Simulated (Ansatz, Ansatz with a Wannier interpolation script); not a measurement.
Rows from a G0W0 calculation on CdHClO (P6_3mc) (Ansatz 0.2.0; G0W0 on LDA, plane waves, PAW; 6×6×2 mesh, 447 empty bands, screening to 140 eV), in eV. Spin-orbit coupling is left out.

| row | k | band | start | Σx | Σc at the solution | Vxc |
| --- | --- | --- | --- | --- | --- | --- |
| A | Γ | v5 | 4.368 | -25.546 | 4.114 | -20.563 |
| B | Γ | v7 | 4.187 | -24.498 | 3.970 | -19.593 |
| C | Γ | v9 | 3.575 | -21.775 | 3.242 | -17.458 |
| D | Γ | v1 | 5.093 | -25.392 | 3.451 | -20.941 |
| E | Γ | c1 | 7.403 | -9.116 | -3.640 | -13.657 |
| F | Γ | v3 | 4.939 | -24.391 | 3.274 | -20.051 |

Work out each quasiparticle level and how far it moved.

The quasiparticle equation reads E = start + Σx + Σc(E) − Vxc.

| row | E (eV) | shift (eV) |
| --- | --- | --- |
| A | 3.499 | −0.869 |
| B | 3.253 | −0.934 |
| C | 2.501 | −1.075 |
| D | 4.093 | −1.000 |
| E | 8.303 | +0.900 |
| F | 3.873 | −1.066 |

Limits: not at the basis limit; d shell near the gap, gap tends to lie low; no spin-orbit coupling.

[Runs of the session that timed out or met a known fault of the program may be left out.]

[Hosts, paths, dates, database ids (printed as entryN), source tags and the programs' standing remarks are cut or masked in the printed files.]
